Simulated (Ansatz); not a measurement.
# La on Ni(100): change of the work function, part 3 of 4

How does La on the hollow site change the work function of Ni(100) as the layer fills?

Ansatz 0.2.0; plane-wave DFT, PBE, Ansatz PAW.

So far, work function, upper face (eV): step 2 (the clean slab) 4.88; step 3 (37 atoms, coverage 0.111 ML, cell 3x3) 2.62.

### Step 4. The covered slab, k-mesh 6×6×1, coverage 0.25 ML

System of this step: La/Ni(100). The cell holds 17 atoms: 16 Ni and 1 La. Cell: a = 4.978 Å, b = 4.978 Å, c = 26.156 Å, α = 90.0°, β = 90.0°, γ = 90.0°. Vacuum lies along c.

Another coverage, to see how the dipoles act on each other as their distance changes.

File input.yaml:

```yaml
crystal:
  lattice:
    - [4.9780317396, 0.0, 0.0]
    - [0.0, 4.9780317396, 0.0]
    - [0.0, 0.0, 26.1555052722]
  atoms:
    - { symbol: Ni, position: [0.25, 0.25, 0.3440958187], spin: 0.76 }
    - { symbol: Ni, position: [0.0, 0.0, 0.4113856677], spin: 0.69 }
    - { symbol: Ni, position: [0.25, 0.25, 0.4795223158], spin: 0.7 }
    - { symbol: Ni, position: [0.0, 0.0, 0.5442686139], spin: 0.76 }
    - { symbol: Ni, position: [0.25, 0.75, 0.3440958187], spin: 0.76 }
    - { symbol: Ni, position: [0.0, 0.5, 0.4113856677], spin: 0.69 }
    - { symbol: Ni, position: [0.25, 0.75, 0.4795223158], spin: 0.7 }
    - { symbol: Ni, position: [0.0, 0.5, 0.5442686139], spin: 0.76 }
    - { symbol: Ni, position: [0.75, 0.25, 0.3440958187], spin: 0.76 }
    - { symbol: Ni, position: [0.5, 0.0, 0.4113856677], spin: 0.69 }
    - { symbol: Ni, position: [0.75, 0.25, 0.4795223158], spin: 0.7 }
    - { symbol: Ni, position: [0.5, 0.0, 0.5442686139], spin: 0.76 }
    - { symbol: Ni, position: [0.75, 0.75, 0.3440958187], spin: 0.76 }
    - { symbol: Ni, position: [0.5, 0.5, 0.4113856677], spin: 0.69 }
    - { symbol: Ni, position: [0.75, 0.75, 0.4795223158], spin: 0.7 }
    - { symbol: Ni, position: [0.5, 0.5, 0.5442686139], spin: 0.76 }
    - { symbol: La, position: [0.25, 0.25, 0.6559041813] }
magnetization:
  spin_polarized: true
kpoints:
  mp_grid: { grid: [6, 6, 1] }
hamiltonian:
  xc: pbe
scf:
  occupations: { method: fermi_dirac, width: 0.1 }
  convergence: { dr2_threshold: 1.0e-08 }
efield:
  axis: 3
  dipole_correction: true
  ramp_position: 0.97
  ramp_width: 0.06
relax:
  f_tol: 0.02
  max_steps: 60
  constraints: [{ sites: [0, 1, 4, 5, 8, 9, 12, 13] }]
output:
  dos: { projected: true, e_range: [-8, 4] }
  write_potential: true
  write_density: true
  volumetric_format: npy
  elf: true
```

Command:

```
$ ansatz run input.yaml --threads 4 --pin off --max-ram 16384MiB --backend cpu --events-out ev --progress --plain --runs-dir out
```

Numbers of over 12 decimals in the logs are rounded to 6 here.

The program printed:

```text
La: projections on atomic orbitals take those of the free atom [Kr 4d10] 4f0 5s2 5p6 5d1 6s2, of charge +0.00 (hamiltonian.pseudopotentials.projection_atoms); the dataset's partial waves leave at most 1.9e-5 of an orbital's norm unspanned inside its sphere
[...]
Crystal: 17 atoms, lattice volume = 648.154 Å³
Basis set: ecut = 420 eV, 12715 PW (Γ), exchange–correlation on 72×72×360 points (8 copies of the dense FFT grid, shifted against one another)
Bands: 187, of which v1, the nominal top of the filled ones, is band 150 counted from 1 (149 counted from 0)
Symmetry: 8 space group operations
k-points: 10 of 36
[...]
Starting moments: Σ|m| = 11.64 μB on 16 of 17 sites
[...]
SCF iter   1: F=—  HF=-99664.697516 eV  |F-HF|=—  |Δ(HF+E_count)|=         —  Δρ=1.64e-2 (↑1.55e-2 ↓1.64e-2)  dr2=6.98e1  dr2_m=5.45e-1  M=11.570 μB ∫|m|=12.187 μB  β_m=1.00  ethr=3.10e-3  p=-0.000 e·Å  D=-1.01e-6 V/Å  ΔV_dip=0.00 eV  dr2_dipole=1.69e1  V_vac-E_F(+/−)=6.83/6.83 eV  ⟨swp⟩=9.9  Hψ=18200  notcnv=0  defer=161
[...]
SCF iter  37: F=-99679.122058 eV  HF=-99679.122058 eV  |F-HF|=7.28e-10  |Δ(HF+E_count)|=   3.48e-9  Δρ=3.74e-7 (↑1.61e-7 ↓3.74e-7)  dr2=1.36e-9  dr2_m=1.83e-10  M=10.003 μB ∫|m|=12.069 μB  ethr=1.00e-12  p=0.283 e·Å  D=7.89e-2 V/Å  ΔV_dip=-2.06 eV  dr2_dipole=5.45e-11  V_vac-E_F(+/−)=2.82/4.89 eV  ⟨swp⟩=14.5  Hψ=27653  notcnv=0
SCF 1 converged in 37 iterations: F = -99679.122058 eV  dr2 = 1.36e-9
[...]
relax step   1: F+E_penalty+E_count = -99679.12205848 eV  Δ(F+E_penalty+E_count) = +0.000e0 eV  max|allowed force component| = 2.424e0 eV/Å  Δτ_max = 0.0000 Å  (37 SCF iters, accepted)
[...]
SCF iter  19: F=-99679.674436 eV  HF=-99679.674436 eV  |F-HF|=1.96e-9  |Δ(HF+E_count)|=   2.34e-9  Δρ=4.41e-7 (↑2.78e-7 ↓4.41e-7)  dr2=2.34e-9  dr2_m=1.00e-10  M=9.861 μB ∫|m|=11.785 μB  ethr=3.34e-12  p=0.291 e·Å  D=8.12e-2 V/Å  ΔV_dip=-2.12 eV  dr2_dipole=1.44e-11  V_vac-E_F(+/−)=2.76/4.89 eV  ⟨swp⟩=6.7  Hψ=23396  notcnv=0
SCF 2 converged in 19 iterations: F = -99679.674436 eV  dr2 = 2.34e-9
relax step   2: F+E_penalty+E_count = -99679.67443597 eV  Δ(F+E_penalty+E_count) = -5.524e-1 eV  max|allowed force component| = 2.561e0 eV/Å  Δτ_max = 0.1965 Å  (19 SCF iters, accepted)
SCF iter   1: F=—  HF=-99680.309440 eV  |F-HF|=—  |Δ(HF+E_count)|=         —  Δρ=4.44e-3 (↑3.19e-3 ↓4.44e-3)  dr2=4.95e-1  dr2_m=6.64e-2  M=9.619 μB ∫|m|=11.535 μB  β_m=1.00  ethr=1.11e-3  p=0.291 e·Å  D=8.12e-2 V/Å  ΔV_dip=-2.12 eV  dr2_dipole=1.46e-2  V_vac-E_F(+/−)=2.79/4.91 eV  ⟨swp⟩=5.4  Hψ=9062  notcnv=0  defer=112
[...]
SCF iter  17: F=-99680.250985 eV  HF=-99680.250985 eV  |F-HF|=1.85e-9  |Δ(HF+E_count)|=   5.87e-8  Δρ=7.03e-7 (↑3.57e-7 ↓7.03e-7)  dr2=5.95e-9  dr2_m=6.33e-10  M=9.605 μB ∫|m|=11.448 μB  ethr=1.00e-12  p=0.308 e·Å  D=8.59e-2 V/Å  ΔV_dip=-2.25 eV  dr2_dipole=9.31e-10  V_vac-E_F(+/−)=2.64/4.89 eV  ⟨swp⟩=6.0  Hψ=25126  notcnv=0
SCF 3 converged in 17 iterations: F = -99680.250985 eV  dr2 = 5.95e-9
relax step   3: F+E_penalty+E_count = -99680.25098517 eV  Δ(F+E_penalty+E_count) = -5.765e-1 eV  max|allowed force component| = 2.438e0 eV/Å  Δτ_max = 0.1935 Å  (17 SCF iters, accepted)
[...]
relax step   4: F+E_penalty+E_count = -99680.72671756 eV  Δ(F+E_penalty+E_count) = -4.757e-1 eV  max|allowed force component| = 1.781e0 eV/Å  Δτ_max = 0.1962 Å  (16 SCF iters, accepted)
[...]
relax step   5: F+E_penalty+E_count = -99680.98467575 eV  Δ(F+E_penalty+E_count) = -2.580e-1 eV  max|allowed force component| = 6.193e-1 eV/Å  Δτ_max = 0.1974 Å  (16 SCF iters, accepted)
[...]
relax step   6: F+E_penalty+E_count = -99681.03848875 eV  Δ(F+E_penalty+E_count) = -5.381e-2 eV  max|allowed force component| = 3.317e-1 eV/Å  Δτ_max = 0.1881 Å  (16 SCF iters, accepted)
[...]
relax step   7: F+E_penalty+E_count = -99681.05884201 eV  Δ(F+E_penalty+E_count) = -2.035e-2 eV  max|allowed force component| = 6.537e-2 eV/Å  Δτ_max = 0.0281 Å  (15 SCF iters, accepted)
SCF iter   1: F=—  HF=-99681.059615 eV  |F-HF|=—  |Δ(HF+E_count)|=         —  Δρ=3.67e-4 (↑2.18e-4 ↓3.67e-4)  dr2=1.20e-3  dr2_m=3.36e-4  M=8.693 μB ∫|m|=10.286 μB  β_m=1.00  ethr=1.52e-5  p=0.358 e·Å  D=1.00e-1 V/Å  ΔV_dip=-2.61 eV  dr2_dipole=7.20e-5  V_vac-E_F(+/−)=2.28/4.90 eV  ⟨swp⟩=2.0  Hψ=6664  notcnv=0  defer=173
[...]
SCF iter  13: F=-99681.059620 eV  HF=-99681.059620 eV  |F-HF|=1.02e-9  |Δ(HF+E_count)|=  6.84e-10  Δρ=2.30e-7 (↑1.29e-7 ↓2.30e-7)  dr2=5.06e-10  dr2_m=6.32e-11  M=8.694 μB ∫|m|=10.288 μB  ethr=1.00e-12  p=0.359 e·Å  D=1.00e-1 V/Å  ΔV_dip=-2.62 eV  dr2_dipole=2.57e-12  V_vac-E_F(+/−)=2.28/4.90 eV  ⟨swp⟩=9.4  Hψ=22291  notcnv=0
SCF 8 converged in 13 iterations: F = -99681.059620 eV  dr2 = 5.06e-10
relax step   8: F+E_penalty+E_count = -99681.05962040 eV  Δ(F+E_penalty+E_count) = -7.784e-4 eV  max|allowed force component| = 6.610e-3 eV/Å  Δτ_max = 0.0077 Å  (13 SCF iters, accepted)
[...]
SCF converged after 13 iterations
Magnetization: 8.6940 μB (153.8470 up, 145.1530 down)
Absolute magnetization: 10.2975 μB (∫|ρ↑−ρ↓|, with the PAW one-centre terms)
[...]
Per-site moments (μB) at R_I (Å): [(0.750932, 1.026719), (0.685039, 1.016315), (0.619020, 1.021311), (0.310052, 1.007692), (0.770128, 1.026719), (0.685039, 1.016315), (0.595618, 1.021526), (0.310052, 1.007692), (0.770128, 1.026719), (0.685039, 1.016315), (0.595618, 1.021526), (0.310052, 1.007692), (0.752993, 1.026719), (0.685039, 1.016315), (0.571703, 1.016315), (0.310052, 1.007692), (-0.053304, 1.083600)]
Free energy (F): -99681.059620 eV
[...]
Internal energy: -99680.161629 eV  (E = F + TS)
E sigma→0 (E₀):  -99680.610624 eV
Entropy (-TS):   -0.897992 eV (-52.823 meV/atom)
Fermi energy:    3.177312 eV
Dipole field:    D = 0.100188 V/Å  (p = 0.358865 e·Å, saw-weighted, corrected)
Work function:   Φ+ = 2.2783 eV   Φ− = 4.8987 eV
[...]
--- Forces (eV/Å), atoms counted from 1 ---
  atom   1  Ni    -0.00000000     0.00000000     0.36014515
  atom   2  Ni     0.06468668     0.06468668    -0.32919302
  atom   3  Ni     0.00000000     0.00000000    -0.00574536
  atom   4  Ni    -0.00660951    -0.00660951    -0.00006318
  atom   5  Ni    -0.00000000     0.00000000     0.31096326
  atom   6  Ni     0.06468668    -0.06468668    -0.32919302
  atom   7  Ni     0.00000000     0.00000000    -0.00167321
  atom   8  Ni    -0.00660951     0.00660951    -0.00006318
  atom   9  Ni    -0.00000000     0.00000000     0.31096326
  atom  10  Ni    -0.06468668     0.06468668    -0.32919302
  atom  11  Ni    -0.00000000     0.00000000    -0.00167321
  atom  12  Ni     0.00660951    -0.00660951    -0.00006318
  atom  13  Ni    -0.00000000     0.00000000     0.33656462
  atom  14  Ni    -0.06468668    -0.06468668    -0.32919302
  atom  15  Ni     0.00000000     0.00000000     0.00129769
  atom  16  Ni     0.00660951     0.00660951    -0.00006318
  atom  17  La     0.00000000     0.00000000     0.00617876
  max |Σ_I F_I| component: 3.85e-6 eV/Å
--- Band table (eV; the first three rows and the last of 20) ---
  k-point 0 ↑: bands = [... 146 lower, 2.6645, 2.7521, 2.7775, 2.8226, 2.9881, 3.1737, 3.1792, 3.3083, ... 33 higher]
  k-point 1 ↑: bands = [... 146 lower, 2.6422, 2.6651, 2.6917, 2.7581, 2.8511, 2.9943, 3.0066, 3.0454, ... 33 higher]
  k-point 2 ↑: bands = [... 146 lower, 2.5831, 2.6130, 2.6192, 2.6670, 2.6957, 2.7355, 2.7585, 3.2523, ... 33 higher]
  k-point 9 ↓: bands = [... 146 lower, 2.9010, 2.9115, 3.2546, 3.3649, 3.3649, 3.3947, 3.4112, 3.4722, ... 33 higher]
--- Relaxed structure (8 steps of the walk, 8 accepted, 0 SCFs on fresh bases) ---
  F+E_penalty+E_count = -99681.05962040 eV   max|allowed force component| = 6.610e-3 eV/Å
  atoms:
    - { symbol: Ni, position: [0.25, 0.25, 0.344096] }
    - { symbol: Ni, position: [0.0, 0.0, 0.4113856677] }
    - { symbol: Ni, position: [0.25, 0.25, 0.480562] }
    - { symbol: Ni, position: [-0.00463293, -0.00463293, 0.545856] }
    - { symbol: Ni, position: [0.25, 0.750000, 0.344096] }
    - { symbol: Ni, position: [0.0, 0.5, 0.4113856677] }
    - { symbol: Ni, position: [0.25, 0.750000, 0.479261] }
    - { symbol: Ni, position: [-0.00463293, 0.504633, 0.545856] }
    - { symbol: Ni, position: [0.750000, 0.25, 0.344096] }
    - { symbol: Ni, position: [0.5, 0.0, 0.4113856677] }
    - { symbol: Ni, position: [0.750000, 0.25, 0.479261] }
    - { symbol: Ni, position: [0.504633, -0.00463293, 0.545856] }
    - { symbol: Ni, position: [0.750000, 0.750000, 0.344096] }
    - { symbol: Ni, position: [0.5, 0.5, 0.4113856677] }
    - { symbol: Ni, position: [0.750000, 0.750000, 0.477305] }
    - { symbol: Ni, position: [0.504633, 0.504633, 0.545856] }
    - { symbol: La, position: [0.25, 0.25, 0.619271] }
```

Elapsed: 21 min, on 4 threads of Arm Neoverse V2, shared host; peak memory 3.9 GiB.

Relaxation path:

```csv
step,energy less that of the first step (eV),largest force component (eV/Å)
1,0.0000,2.4238
2,-0.5524,2.5614
3,-1.1289,2.4384
4,-1.6047,1.7810
5,-1.8626,0.6193
6,-1.9164,0.3317
7,-1.9368,0.0654
8,-1.9376,0.0066
```

The run keeps the 8 symmetry operations that it works with, so distortions that break them were not tested.

The atoms that moved most (Å):

```csv
atom,dx,dy,dz,length
La17,0.000,0.000,-0.958,0.958
Ni15,0.000,0.000,-0.058,0.058
Ni4,-0.023,-0.023,0.042,0.053
Ni8,-0.023,0.023,0.042,0.053
Ni12,0.023,-0.023,0.042,0.053
Ni16,0.023,0.023,0.042,0.053
Ni3,0.000,0.000,0.027,0.027
Ni7,0.000,0.000,-0.007,0.007
```

Final coordinates:

```
Ni La
1.0
     4.97803    0.00000    0.00000
     0.00000    4.97803    0.00000
     0.00000    0.00000   26.15551
Ni La
16 1
Direct
  0.25000 0.25000 0.34410
  0.00000 0.00000 0.41139
  0.25000 0.25000 0.48056
  0.99537 0.99537 0.54586
  0.25000 0.75000 0.34410
  0.00000 0.50000 0.41139
  0.25000 0.75000 0.47926
  0.99537 0.50463 0.54586
  0.75000 0.25000 0.34410
  0.50000 0.00000 0.41139
  0.75000 0.25000 0.47926
  0.50463 0.99537 0.54586
  0.75000 0.75000 0.34410
  0.50000 0.50000 0.41139
  0.75000 0.75000 0.47730
  0.50463 0.50463 0.54586
  0.25000 0.25000 0.61927
```

Numbers from this step:

```
energy at zero smearing        : -99680.6106 eV
total moment                   : 8.694 μB
work function, upper face      : 2.278 eV
work function, lower face      : 4.899 eV
dipole along the normal        : 0.3589 e·Å
step between the vacuum levels : -2.620 eV
```

Running mean over 1.76 Å of the planar mean; the ramp of the sawtooth is left out. The electron's electrostatic potential energy less the Fermi level by z:

```csv
z (Å),electron's electrostatic potential energy less the Fermi level (eV)
3.5,4.90
4.0,4.90
4.5,4.90
5.0,4.90
5.5,4.89
6.0,4.86
6.5,4.76
7.0,4.39
7.5,2.93
8.0,-1.70
8.5,-7.37
9.0,-9.87
9.5,-10.2
10.0,-10.3
10.5,-10.3
11.0,-10.3
11.5,-10.2
12.0,-10.3
12.5,-10.3
13.0,-10.4
13.5,-10.4
14.0,-10.3
14.5,-9.84
15.0,-7.38
15.5,-4.01
16.0,-3.20
16.5,-3.07
17.0,-1.78
17.5,-0.0385
18.0,1.30
18.5,1.84
19.0,2.08
19.5,2.19
20.0,2.24
20.5,2.26
21.0,2.27
21.5,2.27
22.0,2.28
22.5,2.28
23.0,2.28
```

The density of states has structure finer than the step of the table below, so its rows give means over 0.25 eV, whole bins alone (the curve runs from -8 to 1.98 eV). Peaks (eV: height): total -2.170: 72.8, -1.680: 62.9, -1.560: 80.7, -1.260: 55.2, -1.200: 63.2, -0.930: 60.8, -0.570: 65.9; up -2.230: 36.3, -2.170: 57.1, -2.080: 32.1, -1.680: 38.9, -1.560: 39.6, -0.870: 33.4, -0.570: 44.2; down -2.470: 28.9, -1.770: 30.8, -1.560: 41.2, -1.200: 36.1, -0.930: 33.9, -0.240: 32.6, 0.210: 31.9.

Density of states against energy, zero at the Fermi level; means over each step; values in states/eV a cell:

```csv
energy (eV),total,up,down
-7.75,1.11,0.556,0.552
-7.50,1.05,0.527,0.522
-7.25,1.12,0.560,0.556
-7.00,1.15,0.579,0.569
-6.75,1.38,0.679,0.701
-6.50,2.47,1.25,1.23
-6.25,2.78,1.41,1.38
-6.00,2.07,1.07,1.01
-5.75,2.69,1.41,1.28
-5.50,2.93,1.53,1.40
-5.25,3.72,1.99,1.73
-5.00,3.99,2.30,1.68
-4.75,5.21,2.60,2.61
-4.50,8.65,5.83,2.82
-4.25,12.6,7.92,4.66
-4.00,16.3,9.85,6.41
-3.75,24.5,16.6,7.90
-3.50,21.8,14.1,7.65
-3.25,29.0,11.7,17.3
-3.00,27.2,16.7,10.5
-2.75,28.5,15.5,13.0
-2.50,31.4,16.4,15.0
-2.25,45.5,30.8,14.7
-2.00,37.1,20.2,16.9
-1.75,44.9,21.6,23.3
-1.50,47.6,24.9,22.8
-1.25,50.8,26.5,24.3
-1.00,52.5,27.2,25.3
-0.75,50.6,29.4,21.2
-0.50,46.9,23.7,23.2
-0.25,31.6,5.65,25.9
0.00,25.7,4.53,21.2
0.25,23.5,3.16,20.4
0.50,10.5,3.78,6.73
0.75,8.63,3.77,4.86
1.00,8.73,3.66,5.08
1.25,8.32,4.73,3.58
1.50,11.8,5.21,6.58
1.75,15.8,7.02,8.83
```

Projected DOS per atom over height of the atomic layer and energy from the Fermi level. Layers: Ni4 Ni4 Ni4 Ni4 La from below.

Values in states/eV, 22 rows by 5 columns, each cell a mean:
```
 0.2  0.3  0.2  0.4 12.2
 0.3  0.3  0.3  0.3  3.3
 0.3  0.3  0.3  0.3  2.1
 1.1  1.0  0.9  0.6  1.5
 2.1  1.6  1.7  1.3  0.8
 2.9  2.3  2.8  2.5  0.8
 4.1  2.8  2.6  3.4  1.3
 3.3  2.4  2.6  3.1  1.2
 2.5  1.8  2.1  3.3  1.3
 2.3  2.6  2.3  2.5  0.6
 1.5  1.8  1.6  1.7  0.4
 1.2  2.0  1.9  1.4  0.3
 0.9  1.9  1.8  1.0  0.3
 0.6  1.1  1.1  0.6  0.2
 0.3  0.5  0.5  0.3  0.1
 0.2  0.3  0.3  0.2  0.1
 0.1  0.2  0.2  0.1  0.1
 0.1  0.2  0.2  0.1  0.1
 0.1  0.2  0.2  0.1  0.1
 0.0  0.1  0.1  0.0  0.0
 0.0  0.1  0.1  0.0  0.0
 0.0  0.1  0.1  0.0  0.0
```
Columns: height of the atomic layer (Å) from 9 to 16.2; rows upwards: energy from the Fermi level (eV) from -7.96 to 1.95.

(Part 3 of 4 ends here.)

[Logs are printed without paths, hosts, clocks, repeated set-up lines and the standing remarks that a program may print on its own settings, such as how far it seeks lower states.]

[Hosts, paths, dates, database ids (printed as entryN), source tags and the programs' standing remarks are cut or masked in the printed files.]

[Maps of the electrostatic potential energy from Ansatz leave out the sawtooth potential of an applied field or a dipole correction, so their vacuum need not be flat; planar profiles and work functions include it.]

[The density of states shown here was stored with 400 of the rows of the run's finer table, so its peaks can read low, often by over a quarter, or be missed, and its means over a window can be off by a tenth or more.]
